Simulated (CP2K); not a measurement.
Two runs for the O K edge of 2-vinylfuran. Run A: CP2K XAS_TDP, all-electron GAPW, PBEh(45%), aug-cc-pVDZ, TDA, no relativity. Run B has a fault in its input.

First lines with a strength over 0.0015. A:

| atom | energy (eV) | states | strength, one atom |
| --- | --- | --- | --- |
| O7 (bonded to 2 C) | 530.35 | 1 | 0.0252 |
|  | 533.51 | 1 | 0.0018 |
|  | 533.95 | 1 | 0.0132 |
|  | 534.08 | 1 | 0.0057 |
|  | 534.68 | 1 | 0.0105 |

B:

| atom | energy (eV) | states | strength, one atom |
| --- | --- | --- | --- |
| O7 (bonded to 2 C) | 527.86 | 1 | 0.0252 |
|  | 531.52 | 1 | 0.0020 |
|  | 531.88 | 1 | 0.0275 |
|  | 532.36 | 1 | 0.0450 |
|  | 535.56 | 1 | 0.0019 |

Question: What went wrong in run B?

The basis is far too small (basis from aug-cc-pVDZ to 3-21G*). Against PBEh(45%) in aug-cc-pVDZ, the leading line moves by -2.49 eV, to 527.86 eV. The next line of O7 over the strength cut lies 3.66 eV higher, against 3.16. Another fault could leave a like mark.

[Hosts, paths, dates, database ids (printed as entryN), source tags and the programs' standing remarks are cut or masked in the printed files.]
